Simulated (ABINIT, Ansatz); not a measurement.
## AlGa3N4 (P-43m): G0W0 on several meshes in ABINIT

Wanted: mesh dependence and cost of G0W0 for AlGa3N4 (P-43m).

Method: PBEsol and many-body steps on it, plane waves, in ABINIT 10.8.3.

### 1. Starting point

The structure is cubic, space group P-43m (No. 215). Conventional cell: a = 4.472 Å, b = 4.472 Å, c = 4.472 Å, α = 90.00°, β = 90.00°, γ = 90.00°. Al has 4 N at 1.89 Å nearest. Nearest to Ga lie 4 N at 1.95 Å. Nearest to N lie 1 Al at 1.89 Å and 3 Ga at 1.95 Å. Farther neighbours and most contacts between anions are not listed.

The cell and positions are those that the Materials Project relaxed with its own functionals (PBE, PBE+U or r2SCAN), kept fixed.

### 2. Empty states on the mesh, 2×2×2 mesh, 206 bands

This step: ABINIT 10.8.3; DFT, PBEsol, plane waves, norm-conserving pseudopotentials.

The sums over transitions need many empty states on a uniform mesh; this step solves for them.

File run.abi:

```
acell 3*1.0 Angstrom
rprim 
  4.471685360000 0.000000000000 0.000000000000
  0.000000000000 4.471685360000 0.000000000000
  0.000000000000 0.000000000000 4.471685360000
ntypat 3
znucl 13 31 7
natom 8
typat 1 2 2 2 3 3 3 3
xred 
  0.000000000000 0.000000000000 0.000000000000
  0.500000000000 0.500000000000 0.000000000000
  0.500000000000 0.000000000000 0.500000000000
  0.000000000000 0.500000000000 0.500000000000
  0.755714420000 0.755714420000 0.244285580000
  0.755714420000 0.244285580000 0.755714420000
  0.244285580000 0.755714420000 0.755714420000
  0.244285580000 0.244285580000 0.244285580000
pp_dirpath "pseudos"
pseudos "Al.upf, Ga.upf, N.upf"
ecut 45
ngkpt 2 2 2
nshiftk 1
shiftk 0 0 0
kptopt 1
chksymbreak 0
iscf -2
irdden 1
istwfk *1
nband 206
nbdbuf 18
tolwfr 1e-09
nstep 60
prtvol 0
indata_prefix "in"
outdata_prefix "out"
tmpdata_prefix "tmp"
```

Run with:

```console
> OMP_NUM_THREADS=1 mpirun -n 4 abinit run.abi > log
```

Numbers of over 12 decimals in the logs are rounded to 6 here.

Log:

```text
.Version 10.8.3 of ABINIT. v10.8.2 released Aug 2026.

 Symmetries : space group P-4 3 m (#215); Bravais cP (primitive cubic)
[... echo of the input left out ...]
== DATASET  1 ==================================================================
-   mpi_nproc: 4, omp_nthreads: 1 (-1 if OMP is not activated)

--- !DatasetInfo
iteration_state: {dtset: 1, }
dimensions: {natom: 8, nkpt: 4, mband: 206, nsppol: 1, nspinor: 1, nspden: 1, mpw: 8744, }
cutoff_energies: {ecut:  45.0, pawecutdg:  -1.0, }
[...]
2.80964    2.80964    2.81777    2.81777    2.81777    2.84547    2.84547    2.84547
   2.84950    2.84950    2.88491    2.88491    2.93025    2.94577    2.94577    2.94578
   2.99036    2.99040    2.99095    3.03644    3.03751    3.04664
 prteigrs : prtvol=0 or 1, do not print more k-points.

== END DATASET(S) ==============================================================
================================================================================

 -outvars: echo values of variables after computation  --------
            nband         206
             nkpt           4
          spgroup         215
 [... the other variables as echoed above ...]

 Calculation completed.
```

The job ended after 3.2 min (4 MPI ranks of Intel Xeon Platinum 8259CL at 2.50GHz (Skylake/Cascade Lake), shared host; peak memory 0.54 GiB).

This step gave:

```
gap                                                           : 2.296 eV
k of the valence top                                          : 0, 0, 0
k of the conduction bottom                                    : 0, 0, 0
least direct gap                                              : 2.296 eV
k points computed                                             : 4
lowest point of the top converged band, above the valence top : 70.2220 eV
```

On this mesh the gap is 2.296 eV.

The density comes from a self-consistent run that is not shown.

### 3. Screening, 2×2×2 mesh, 102 bands, screening to 114.3 eV

The RPA dielectric matrix is built and inverted for each q.

This step: RPA screening on PBEsol, plane waves, norm-conserving pseudopotentials.

run.abi, as its differences from that of step 2:

```diff
@@ -26,10 +26,11 @@
 chksymbreak 0
-iscf -2
-irdden 1
 istwfk *1
-nband 206
-nbdbuf 18
-tolwfr 1e-09
-nstep 60
-prtvol 0
+occopt 1
+irdwfk 1
+optdriver 3
+nband 102
+ecuteps 4.2
+inclvkb 2
+awtr 1
+symchi 1
 indata_prefix "in"
```

Log:

```text
.Version 10.8.3 of ABINIT. v10.8.2 released Aug 2026.

 Symmetries : space group P-4 3 m (#215); Bravais cP (primitive cubic)
[... echo of the input left out ...]
== DATASET  1 ==================================================================
-   mpi_nproc: 4, omp_nthreads: 1 (-1 if OMP is not activated)

--- !DatasetInfo
iteration_state: {dtset: 1, }
dimensions: {natom: 8, nkpt: 4, mband: 102, nsppol: 1, nspinor: 1, nspden: 1, mpw: 8744, }
cutoff_energies: {ecut:  45.0, pawecutdg:  -1.0, }
electrons: {nelect:   8.60000000E+01, charge:   0.00000000E+00, occopt:   1.00000000E+00, tsmear:   1.00000000E-02, }

 SCREENING: Calculation of the susceptibility and dielectric matrices

 Based on a program developped by R.W. Godby, V. Olevano, G. Onida, and L. Reining.
 Incorporated in ABINIT by V. Olevano, G.-M. Rignanese, and M. Torrent.
.Using double precision arithmetic ; gwpc =  8

[... cell and pseudopotentials left out ...]
--------------------------------------------------------------------------------

 ==== K-mesh for the wavefunctions ====
 Number of points in the irreducible wedge :     4
[... list of points left out ...]
 Together with 24 symmetry operations and time-reversal symmetry
 yields     8 points in the full Brillouin Zone.

 ==== Q-mesh for the screening function ====
 Number of points in the irreducible wedge :     4
[... list of points left out ...]
 Together with 24 symmetry operations and time-reversal symmetry
 yields     8 points in the full Brillouin Zone.

 setmesh: FFT mesh size selected  =    36x   36x   36
          total number of points  =        46656

 vcoul_init : cutoff-mode = AUXILIARY_FUNCTION
 q-points for optical limit:   1
     1)      0.000010    0.000020    0.000030

- screening: taking advantage of time-reversal symmetry
- Maximum band index for partially occupied states nbvw = 43
- Remaining bands to be divided among processors   nbcw = 59
- Number of bands treated by each node ~14

 Number of electrons calculated from density =   86.0000; Expected =   86.0000
 average of density, n =  0.142524
 r_s =    1.1876
 omega_plasma =   36.4166 [eV]

 calculating chi0 at frequencies [eV] :
  1    0.000000E+00    0.000000E+00
  2    0.000000E+00    3.641662E+01

--------------------------------------------------------------------------------
  q-point number  1        q = ( 0.000000, 0.000000, 0.000000) [r.l.u.]
--------------------------------------------------------------------------------
[... chi0 elements left out ...]
 For q-point:  0.000010 0.000020 0.000030
  dielectric constant =   8.0707
  dielectric constant without local fields =   8.6517

  Average fulfillment of the sum rule on Im[epsilon] for q-point    1 :     24.83  [%]
[... wings left out ...]
  q-point number  2        q = ( 0.500000, 0.000000, 0.000000) [r.l.u.]
--------------------------------------------------------------------------------
[... chi0 elements left out ...]
  Average fulfillment of the sum rule on Im[epsilon] for q-point    2 :     29.31  [%]

 [... 2 further q-points ...]
```

Wall time 57 s (4 MPI ranks); peak memory 1.4 GiB.

This step gave:

* ε∞ with local fields, on this mesh, along the program's q direction: 8.071
* the same without local fields: 8.652
* plasma frequency: 36.42 eV
* plane waves in the screening matrix: 251

Local fields lower ε∞ by 7 %. On a Γ-centred mesh this coarse the value itself is usually too large, while a short band sum pulls it down.

### 4. 2×2×2

The self-energy is evaluated for the states that the input lists, and the levels follow from it, in one-shot runs by the linearised quasiparticle equation.

This step: G0W0 on PBEsol, plane waves, norm-conserving pseudopotentials.

run.abi, as its differences from that of step 3:

```diff
@@ -29,8 +29,15 @@
 irdwfk 1
-optdriver 3
+optdriver 4
 nband 102
+gwcalctyp 0
+ecutsigx 45
+symsigma 1
+nkptgw 1
+kptgw 
+  0.0000000000 0.0000000000 0.0000000000
+bdgw 
+  41 47
 ecuteps 4.2
-inclvkb 2
-awtr 1
-symchi 1
+irdscr 1
+ppmodel 1
 indata_prefix "in"
```

Log:

```text
.Version 10.8.3 of ABINIT. v10.8.2 released Aug 2026.

 Symmetries : space group P-4 3 m (#215); Bravais cP (primitive cubic)
[... echo of the input left out ...]
== DATASET  1 ==================================================================
-   mpi_nproc: 4, omp_nthreads: 1 (-1 if OMP is not activated)

--- !DatasetInfo
iteration_state: {dtset: 1, }
dimensions: {natom: 8, nkpt: 4, mband: 102, nsppol: 1, nspinor: 1, nspden: 1, mpw: 8744, }
cutoff_energies: {ecut:  45.0, pawecutdg:  -1.0, }
electrons: {nelect:   8.60000000E+01, charge:   0.00000000E+00, occopt:   1.00000000E+00, tsmear:   1.00000000E-02, }

 SIGMA: Calculation of the GW corrections

 Based on a program developped by R.W. Godby, V. Olevano, G. Onida, and L. Reining.
 Incorporated in ABINIT by V. Olevano, G.-M. Rignanese, and M. Torrent.
.Using double precision arithmetic ; gwpc =  8

[... cell and pseudopotentials left out ...]
--------------------------------------------------------------------------------

 ==== K-mesh for the wavefunctions ====
 Number of points in the irreducible wedge :     4
[... list of points left out ...]
 Together with 24 symmetry operations and time-reversal symmetry
 yields     8 points in the full Brillouin Zone.

 ==== Q-mesh for screening function ====
 Number of points in the irreducible wedge :     4
[... list of points left out ...]
 Together with 24 symmetry operations and time-reversal symmetry
 yields     8 points in the full Brillouin Zone.

 vcoul_init : cutoff-mode = AUXILIARY_FUNCTION
 q-points for optical limit:   1
     1)      0.000010    0.000020    0.000030
 setmesh: FFT mesh size selected  =    54x   54x   54
          total number of points  =       157464

 Number of electrons calculated from density =   86.0000; Expected =   86.0000
 average of density, n =  0.142524
 r_s =    1.1876
 omega_plasma =   36.4166 [eV]

 === KS Band Gaps ===
  >>>> For spin  1
   Minimum direct gap =   2.2961 [eV], located at k-point      :   0.0000  0.0000  0.0000
   Fundamental gap    =   2.2961 [eV], Top of valence bands at :   0.0000  0.0000  0.0000
                                       Bottom of conduction at :   0.0000  0.0000  0.0000
 SIGMA fundamental parameters:
 PLASMON POLE MODEL  1
 number of plane-waves for SigmaX                 8709
 number of plane-waves for SigmaC and W            251
 number of plane-waves for wavefunctions          8709
 number of bands                                   102
 number of independent spin polarizations            1
 number of spinorial components                      1
 number of k-points in IBZ                           4
 number of q-points in IBZ                           4
 number of symmetry operations                      24
 number of k-points in BZ                            8
 number of q-points in BZ                            8
 number of frequencies for dSigma/dE                 9
 frequency step for dSigma/dE [eV]                0.25
 number of omega for Sigma on real axis              0
 max omega for Sigma on real axis  [eV]           0.00
 zcut for avoiding poles [eV]                     0.10

 EPSILON^-1 parameters (SCR file):
 dimension of the eps^-1 matrix on file            251
 dimension of the eps^-1 matrix used               251
 number of plane-waves for wavefunctions          8709
 number of bands                                   102
 number of q-points in IBZ                           4
 number of frequencies                               2
 number of real frequencies                          1
 number of imag frequencies                          1

 matrix elements of self-energy operator (all in [eV])

 Perturbative Calculation

--- !SelfEnergy_ee
iteration_state: {dtset: 1, }
kpoint     : [   0.000,    0.000,    0.000, ]
spin       : 1
KS_gap     :    2.296
QP_gap     :    3.239
Delta_QP_KS:    0.943
data: !SigmaeeData |
     Band     E0 <VxcDFT>   SigX SigC(E0)      Z dSigC/dE  Sig(E)    E-E0       E
       41   6.453 -18.191 -21.692   3.763   0.794  -0.259 -17.983   0.208   6.661
       42   6.453 -18.191 -21.692   3.763   0.794  -0.259 -17.983   0.208   6.661
       43   6.453 -18.191 -21.692   3.763   0.794  -0.259 -17.983   0.208   6.661
       44   8.749 -13.984  -9.310  -3.265   0.817  -0.224 -12.834   1.151   9.900
       45   9.814 -11.751  -7.185  -3.477   0.835  -0.197 -10.842   0.909  10.723
       46   9.814 -11.751  -7.185  -3.477   0.835  -0.197 -10.842   0.909  10.723
       47   9.814 -11.751  -7.185  -3.477   0.835  -0.197 -10.842   0.909  10.723

== END DATASET(S) ==============================================================
================================================================================

 -outvars: echo values of variables after computation  --------
           etotal      0.0000000000E+00
            nband         102
             nkpt           4
          spgroup         215
 [... the other variables as echoed above ...]

 Calculation completed.
```

It took 14 s on 4 MPI ranks; peak memory 1.1 GiB; 56 s of CPU time.

This step gave:

```
G0W0 gap on the points computed              : 3.239 eV
starting gap on the mesh                     : 2.296 eV
k of the valence top                         : 0, 0, 0
k of the conduction bottom                   : 0, 0, 0
Z at the valence top                         : 0.794
Z at the conduction bottom                   : 0.817
least direct G0W0 gap on the computed points : 3.239 eV
```

The gap on the mesh goes from 2.30 eV to 3.24 eV, a correction of +0.94 eV.

### 5. Empty states on the mesh, 4×4×4 mesh, 112 bands

This step: DFT, PBEsol, plane waves, norm-conserving pseudopotentials.

run.abi, as its differences from that of step 4:

```diff
@@ -21,3 +21,3 @@
 ecut 45
-ngkpt 2 2 2
+ngkpt 4 4 4
 nshiftk 1
@@ -26,18 +26,10 @@
 chksymbreak 0
+iscf -2
+irdden 1
 istwfk *1
-occopt 1
-irdwfk 1
-optdriver 4
-nband 102
-gwcalctyp 0
-ecutsigx 45
-symsigma 1
-nkptgw 1
-kptgw 
-  0.0000000000 0.0000000000 0.0000000000
-bdgw 
-  41 47
-ecuteps 4.2
-irdscr 1
-ppmodel 1
+nband 112
+nbdbuf 10
+tolwfr 1e-09
+nstep 60
+prtvol 0
 indata_prefix "in"
```

Log:

```text
.Version 10.8.3 of ABINIT. v10.8.2 released Aug 2026.

 Symmetries : space group P-4 3 m (#215); Bravais cP (primitive cubic)
[... echo of the input left out ...]
== DATASET  1 ==================================================================
-   mpi_nproc: 4, omp_nthreads: 1 (-1 if OMP is not activated)

--- !DatasetInfo
iteration_state: {dtset: 1, }
dimensions: {natom: 8, nkpt: 10, mband: 112, nsppol: 1, nspinor: 1, nspden: 1, mpw: 8744, }
cutoff_energies: {ecut:  45.0, pawecutdg:  -1.0, }
[...]
1.48203    1.48203    1.48203    1.49933    1.49933    1.49933    1.51587    1.51587
   1.51587    1.56845    1.56845    1.56845    1.69761    1.69762    1.77544    1.77586
 prteigrs : prtvol=0 or 1, do not print more k-points.

== END DATASET(S) ==============================================================
================================================================================

 -outvars: echo values of variables after computation  --------
            nband         112
             nkpt          10
          spgroup         215
 [... the other variables as echoed above ...]

 Calculation completed.
```

The job ended after 3.1 min (4 MPI ranks; peak memory 0.53 GiB; 12 min of CPU time).

This step gave:

| Quantity | Value |
| --- | --- |
| gap | 2.296 eV |
| k of the valence top | 0, 0, 0 |
| k of the conduction bottom | 0, 0, 0 |
| least direct gap | 2.296 eV |
| k points computed | 10 |
| lowest point of the top converged band, above the valence top | 34.35 eV |

On this mesh the gap is 2.296 eV.

### 6. Screening, 4×4×4 mesh, 102 bands, screening to 114.3 eV

This step: RPA screening on PBEsol, plane waves, norm-conserving pseudopotentials.

run.abi, as its differences from that of step 5:

```diff
@@ -26,10 +26,11 @@
 chksymbreak 0
-iscf -2
-irdden 1
 istwfk *1
-nband 112
-nbdbuf 10
-tolwfr 1e-09
-nstep 60
-prtvol 0
+occopt 1
+irdwfk 1
+optdriver 3
+nband 102
+ecuteps 4.2
+inclvkb 2
+awtr 1
+symchi 1
 indata_prefix "in"
```

Log:

```text
.Version 10.8.3 of ABINIT. v10.8.2 released Aug 2026.

 Symmetries : space group P-4 3 m (#215); Bravais cP (primitive cubic)
[... echo of the input left out ...]
== DATASET  1 ==================================================================
-   mpi_nproc: 4, omp_nthreads: 1 (-1 if OMP is not activated)

--- !DatasetInfo
iteration_state: {dtset: 1, }
dimensions: {natom: 8, nkpt: 10, mband: 102, nsppol: 1, nspinor: 1, nspden: 1, mpw: 8744, }
cutoff_energies: {ecut:  45.0, pawecutdg:  -1.0, }
electrons: {nelect:   8.60000000E+01, charge:   0.00000000E+00, occopt:   1.00000000E+00, tsmear:   1.00000000E-02, }

 SCREENING: Calculation of the susceptibility and dielectric matrices

 Based on a program developped by R.W. Godby, V. Olevano, G. Onida, and L. Reining.
 Incorporated in ABINIT by V. Olevano, G.-M. Rignanese, and M. Torrent.
.Using double precision arithmetic ; gwpc =  8

[... cell and pseudopotentials left out ...]
--------------------------------------------------------------------------------

 ==== K-mesh for the wavefunctions ====
 Number of points in the irreducible wedge :    10
[... list of points left out ...]
 Together with 24 symmetry operations and time-reversal symmetry
 yields    64 points in the full Brillouin Zone.

 ==== Q-mesh for the screening function ====
 Number of points in the irreducible wedge :    10
[... list of points left out ...]
 Together with 24 symmetry operations and time-reversal symmetry
 yields    64 points in the full Brillouin Zone.

 setmesh: FFT mesh size selected  =    36x   36x   36
          total number of points  =        46656

 vcoul_init : cutoff-mode = AUXILIARY_FUNCTION
 q-points for optical limit:   1
     1)      0.000010    0.000020    0.000030

- screening: taking advantage of time-reversal symmetry
- Maximum band index for partially occupied states nbvw = 43
- Remaining bands to be divided among processors   nbcw = 59
- Number of bands treated by each node ~14

 Number of electrons calculated from density =   86.0000; Expected =   86.0000
 average of density, n =  0.142524
 r_s =    1.1876
 omega_plasma =   36.4166 [eV]

 calculating chi0 at frequencies [eV] :
  1    0.000000E+00    0.000000E+00
  2    0.000000E+00    3.641662E+01

--------------------------------------------------------------------------------
  q-point number  1        q = ( 0.000000, 0.000000, 0.000000) [r.l.u.]
--------------------------------------------------------------------------------
[... chi0 elements left out ...]
 For q-point:  0.000010 0.000020 0.000030
  dielectric constant =   5.4119
  dielectric constant without local fields =   5.8250

  Average fulfillment of the sum rule on Im[epsilon] for q-point    1 :     24.86  [%]
[... wings left out ...]
  q-point number  2        q = ( 0.250000, 0.000000, 0.000000) [r.l.u.]
--------------------------------------------------------------------------------
[... chi0 elements left out ...]
  Average fulfillment of the sum rule on Im[epsilon] for q-point    2 :     32.33  [%]

 [... 8 further q-points ...]
```

The job ended after 5.5 min (4 MPI ranks; peak memory 2.6 GiB).

Numbers from this step:

| Item | Value |
| --- | --- |
| ε∞ with local fields, on this mesh, along the program's q direction | 5.412 |
| the same without local fields | 5.825 |
| plasma frequency | 36.42 eV |
| plane waves in the screening matrix | 251 |

(Part 1 of 2 ends here.)

[Paths, hosts, dates, memory and timing lines, banners, echoed tables and standing remarks are left out of the program output.]

[Logs are printed without paths, hosts, clocks, repeated set-up lines and the standing remarks that a program may print on its own settings, such as how far it seeks lower states.]

[Runs of the session that timed out or met a known fault of the program may be left out.]

[No measured gap is set beside runs whose start may be inverted or whose files or cutoffs have a known fault.]

[Hosts, paths, dates, database ids (printed as entryN), source tags and the programs' standing remarks are cut or masked in the printed files.]

[G0W0 gaps are taken among the corrected bands and points alone; a level outside them can change the order at an edge.]

[Where Ansatz stands beside ABINIT at settings called matched, ABINIT's density can come from a denser mesh and the files from another edition; pairs whose starting gaps differed by over 0.03 eV were left out, so agreement reads better than it is.]
